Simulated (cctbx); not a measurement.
**What is wrong with this refinement?**

Cell a = 4.1770 Å, b = 10.8720 Å, c = 7.4110 Å, α = 90.00°, β = 90.00°, γ = 90.00°; space group Cmcm (no. 63). The compound is BaCr2Ir.

The data are simulated with cctbx, not measured: Ga Kα, λ = 1.3414 Å, to d = 0.83 Å, 80 % of the full sphere, strongest reflection 20000 counts, noise from counting, a 1.5 % proportional error and a noise floor of 15 counts (s.d.); no absorption.

An anisotropic refinement with weights 1/σ² prints:

```text
Rint 0.021, 189 unique reflections to 0.83 A
cycle     R1     wR2    GooF  max shift (A)
   1  0.2170  0.4287  26.267   0.01577
   2  0.1012  0.2371  14.528   0.00020
final R1 0.1012 wR2 0.2371 GooF 14.528  parameters 14  data/parameter 13.5
atom        x        y        z      Ueq    occ   su(xyz)  su(Uiso or U11)
Ba1    0.00000  0.22695  0.75000  -0.0032  1.000  0.00040  0.0021  NPD
Ir1    0.00000  0.05260  0.25000   0.0348  1.000  0.00051  0.0038
Cr1    0.50000  0.17202  0.54422   0.0293  1.000  0.00189  0.0072
difference map: max 11.61 min -7.98 rms 1.75
Q1    0.0000  0.2511  0.7500    4   11.79  0.26 A from Ba1
Q2    0.0000  0.4621  0.7500    4    4.21  2.09 A from Ir1
Q3    0.0000  0.3390  0.0614    8    3.96  0.17 A from Cr1
Q4    0.0000  0.2341  0.5296    8    2.98  1.16 A from Cr1
Q5    0.2691  0.1358  0.2500    8    2.70  1.44 A from Ir1
Q6    0.0000  0.3919  0.2500    4    2.67  1.68 A from Cr1
```

Q: Accept it or mend it, and why?

Mend it. The fault: elements exchanged: Ir1 is Ba and Ba1 is Ir. Against the right model at the same level, R1 goes from 0.0076 to 0.1012 and GooF from 0.87 to 14.53, U of Ba1 shrinks from 0.0109 to -0.0032 Å², U of Ir1 swells from 0.0184 to 0.0348 Å², the top difference peak, 11.8 e/Å³, lies on Ba1, a hole of -8.0 e/Å³ opens and Ba1 goes non-positive-definite. Ir1 has 21 electrons too many and its U swells to shed them, as expected; Ba1 has 21 electrons too few and its U shrinks to make up, as expected.

The compound is BaCr2Ir. The right model at the same level gives:

```text
Rint 0.021, 189 unique reflections to 0.83 A
cycle     R1     wR2    GooF  max shift (A)
   1  0.0328  0.0683   4.183   0.00239
   2  0.0076  0.0141   0.866   0.00000
final R1 0.0076 wR2 0.0141 GooF 0.866  parameters 14  data/parameter 13.5
atom        x        y        z      Ueq    occ   su(xyz)  su(Uiso or U11)
Ir1    0.00000  0.22679  0.75000   0.0109  1.000  0.00002  0.0001
Ba1    0.00000  0.05300  0.25000   0.0184  1.000  0.00003  0.0002
Cr1    0.50000  0.17053  0.54535   0.0254  1.000  0.00011  0.0004
difference map: max 0.51 min -0.59 rms 0.15
Q1    0.0000  0.0520  0.6557    8    0.53  1.34 A from Ba1
Q2    0.2219  0.3269  0.7500    8    0.49  1.43 A from Ir1
Q3    0.1396  0.3219  0.2500    8    0.49  1.60 A from Ir1
Q4    0.2136  0.0000  0.0000    8    0.46  2.14 A from Ba1
Q5    0.0000  0.1501  0.7500    4    0.45  0.83 A from Ir1
Q6    0.1215  0.4037  0.0623   16    0.40  0.96 A from Cr1
```

Isotropic U is held between 0.0001 and 1 Å² by the program, and listed peak heights are interpolated, so they can pass the grid's maximum.

This is a model crystal, built by substitution and not relaxed, with assumed displacement parameters.

[Middle refinement cycles are left out of these outputs.]

[Logs are printed without paths, hosts, clocks, repeated set-up lines and the standing remarks that a program may print on its own settings, such as how far it seeks lower states.]
